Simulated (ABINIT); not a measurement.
Entries from a set of simulations; values are calculated unless marked as measured.

```json
{"subject": "Beyond one shot: Ca2H3Br (P-3m1)", "lattice_ang": [[3.9029, 0.0, 0.0], [-1.9515, 3.38, 0.0], [0.0, 0.0, 6.8535]], "atoms": [["Ca", 0.6667, 0.3333, 0.1858], ["Ca", 0.3333, 0.6667, 0.8142], ["H", 0.6667, 0.3333, 0.8505], ["H", 0.3333, 0.6667, 0.1495], ["H", 0.0, 0.0, 0.0], ["Br", 0.0, 0.0, 0.5]], "method": "RPA screening on LDA from quasiparticle energies, plane waves, norm-conserving pseudopotentials (and 5 further levels or steps)", "program": "ABINIT 10.8.3", "settings": "cutoff 31 Ha, PseudoDojo scalar-relativistic 0.4.1 standard, norm-conserving, ngkpt (3, 3, 2), nband 74, ecuteps 3.9 Ha, gwcalctyp 10, inclvkb 2, shiftk (0, 0, 0), symchi 1, awtr 1, frequency ppm, cycle 3, q points all but q = 0, 3×3×2 k-mesh", "cost": "16 runs, 4.2 min in all on 8 MPI ranks of Arm Neoverse V1, shared host", "notes": "The program’s warnings: nproc spkpt=  >= nkpt= * nsppol=. The cell and positions are those that the Materials Project relaxed with its own functionals (PBE, PBE+U or r2SCAN), kept fixed. Limits: no spin-orbit coupling. The first cycle of evGW0 takes the full correction, without the factor Z, so it overshoots the one-shot value. The 3×3×2 mesh is coarse for this cell, which bears on the long-range parts of exchange and screening.", "results": {"g0w0": "3.090 eV", "evgw0_cycle_1": "3.449 eV", "evgw0_cycle_2": "3.281 eV", "evgw0_cycle_3": "3.294 eV", "evgw0_cycle_4": "3.293 eV", "evgw_cycle_1": "3.648 eV", "evgw_cycle_2": "3.682 eV", "evgw_cycle_3": "3.684 eV", "known_limits": "short of the basis limit; no spin-orbit coupling; coarse k mesh"}}
```

[Long decimals in the printed logs are rounded to 6 places.]

[Logs are printed without paths, hosts, clocks, repeated set-up lines and the standing remarks that a program may print on its own settings, such as how far it seeks lower states.]

[Paths, hosts, dates, memory and timing lines, banners, echoed tables and standing remarks are left out of the program output; an Ansatz launch command may be rebuilt from the run's recorded settings. Measured values are a selection of at most five: reports struck by readers or far from the other reports are left out. None is set beside runs whose start may be inverted or whose files or cutoffs have a known fault.]

[Runs of the session that timed out or met a known fault of the program may be left out.]

[Hosts, paths, dates, database ids (printed as entryN), source tags and the programs' standing remarks are cut or masked in the printed files.]

[G0W0 gaps are taken among the corrected bands and points alone; a level outside them can change the order at an edge.]

[Where Ansatz stands beside ABINIT at settings called matched, ABINIT's density can come from a denser mesh and the files from another edition; pairs whose starting gaps differed by over 0.03 eV were left out, so agreement reads better than it is.]
